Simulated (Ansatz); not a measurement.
# Static equation of state of glassy Na2Si4O9 (135 atoms)

Density of this cell: 2.44 g/cm³. The cell holds 135 atoms: 18 Na, 81 O and 36 Si. Cell: a = 12.632 Å, b = 12.128 Å, c = 12.066 Å, α = 89.7°, β = 90.2°, γ = 89.8°. The starting structure: 135 atoms (18 Na, 81 O, 36 Si) placed at random at 2.38 g/cm³, melted at 4500 K for 20 ps at fixed volume with the Morse and Coulomb pair potential with partial charges (Pedone, Malavasi, Menziani, Cormack and Segre, J. Phys. Chem. B 110, 11780 (2006)). Quenched from 4500 K to 300 K at 20 K/ps and fixed volume, held 5 ps. The density is a measured one.

Calculated with Ansatz 0.2.0: Kohn-Sham DFT, PBE, PAW (set soft_2), plane waves; cutoff 420 eV, Γ point, fixed occupations. Cell and atoms were relaxed first, to V0 = 13.693 Å³ an atom at a residual P0 = 0.012 GPa. The cell was then scaled evenly, and the atoms were relaxed at each volume.

| volume (Å³/atom) | pressure (GPa) |
| --- | --- |
| 12.324 | ? |
| 12.871 | 2.814 |
| 13.282 | 1.171 |
| 14.104 | -1.146 |
| 14.514 | -2.091 |

Task: Fit the third-order Birch–Murnaghan equation to the rows given and extrapolate to the withheld row.

Worked fit:

Take the Eulerian strain f = ½[(V0/V)^(2/3) − 1] and the normalised pressure F = (P − P0) / [3f(1 + 2f)^(5/2)]. The third-order Birch–Murnaghan equation is then the line F = B0 + (3/2)B0(B′ − 4) f, so u = f and v = F.

```
      u = f  v = F (GPa)
  0.0210566      40.0140
  0.0102569      35.8239
-0.00975650      41.5506
 -0.0190504      40.5434
```

With n = 4: mean u = 6.2664e-4, mean v = 39.4830, Σ(u − ū)² = 0.0010051, Σ(u − ū)(v − v̄) = -0.066725. Slope b = -0.066725 / 0.0010051 = -66.385; intercept a = v̄ − b ū = 39.525.

So B0 = a = 39.5 GPa and B′ = 4 + 2b/(3a) = 2.88. At the withheld volume f = 0.03638, F = a + b f = 37.11 GPa, and P = P0 + 3f(1 + 2f)^(5/2) F.

Prediction at 12.324: 4.840 GPa. The run gave 5.440 GPa, so the fit is low by 0.60 GPa (11 % of the value).

The series isn't one smooth equation of state: even a line fitted to all rows, the withheld one included, misses F by up to 11.5 %, the count of bonds changes along the series and an atom moves over 0.5 Å in some relaxation. B0 and B′ are then only the numbers of this fit, not moduli of the material. Among the rows given, the largest miss of the fit is at 12.871, by 0.13 GPa (1.8 % of the range of the table).

Limits: Static cells at zero temperature; the cell shape is held. The program notes that the SCF threshold of these relaxations is loose for the stress. The quench rate of 20 K/ps is many orders above laboratory rates, so the cell is likely richer in defects and strain than a real sample. The network of bonds at the start is that of the classical potential that made the cell, and needn't be the one that DFT or experiment would give. Only the Γ point is sampled, in a cell whose shortest periodic width is 12 Å.

[Logs are printed without paths, hosts, clocks, repeated set-up lines and the standing remarks that a program may print on its own settings, such as how far it seeks lower states.]

[Hosts, paths, dates, database ids (printed as entryN), source tags and the programs' standing remarks are cut or masked in the printed files.]
